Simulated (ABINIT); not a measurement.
An input for ABINIT 10.8.3 (Diamond (Fd-3m, 2 atoms a cell)):

```
acell 3*1.0 Angstrom
rprim 
  -0.000000000000 1.783370000000 1.783370000000
  1.783370000000 -0.000000000000 1.783370000000
  1.783370000000 1.783370000000 0.000000000000
ntypat 1
znucl 6
natom 2
typat 1 1
xred 
  0.000000000000 0.000000000000 -0.000000000000
  0.250000000000 0.250000000000 0.250000000000
pp_dirpath "pseudos"
pseudos "C.upf"
ecut 37
ngkpt 8 8 8
nshiftk 1
shiftk 0 0 0
kptopt 1
chksymbreak 0
istwfk *1
occopt 1
irdwfk 1
optdriver 4
nband 137
gwcalctyp 0
ecutsigx 37
symsigma 1
nkptgw 4
kptgw 
  0.0000000000 0.0000000000 0.0000000000
  0.3750000000 0.3750000000 0.0000000000
  0.5000000000 0.0000000000 0.0000000000
  0.5000000000 0.5000000000 0.0000000000
bdgw 
  2 7
  3 6
  3 6
  3 6
ecuteps 13.2
irdscr 1
ppmodel 1
indata_prefix "in"
outdata_prefix "out"
tmpdata_prefix "tmp"
```

```sh
OMP_NUM_THREADS=1 mpirun -n 4 abinit run.abi > log
```

Q: Estimate wall time and host memory on 4 MPI ranks of Arm Neoverse V1, shared host.

It took 59 s; on shared hardware allow 29 s to 2 min. Peak host memory was 1.4 GiB.

[Paths, hosts, dates, memory and timing lines, banners, echoed tables and standing remarks are left out of the program output.]

[Logs are printed without paths, hosts, clocks, repeated set-up lines and the standing remarks that a program may print on its own settings, such as how far it seeks lower states.]

[Runs of the session that timed out or met a known fault of the program may be left out.]

[Hosts, paths, dates, database ids (printed as entryN), source tags and the programs' standing remarks are cut or masked in the printed files.]

[G0W0 gaps are taken among the corrected bands and points alone; a level outside them can change the order at an edge.]

[Where Ansatz stands beside ABINIT at settings called matched, ABINIT's density can come from a denser mesh and the files from another edition; pairs whose starting gaps differed by over 0.03 eV were left out, so agreement reads better than it is.]
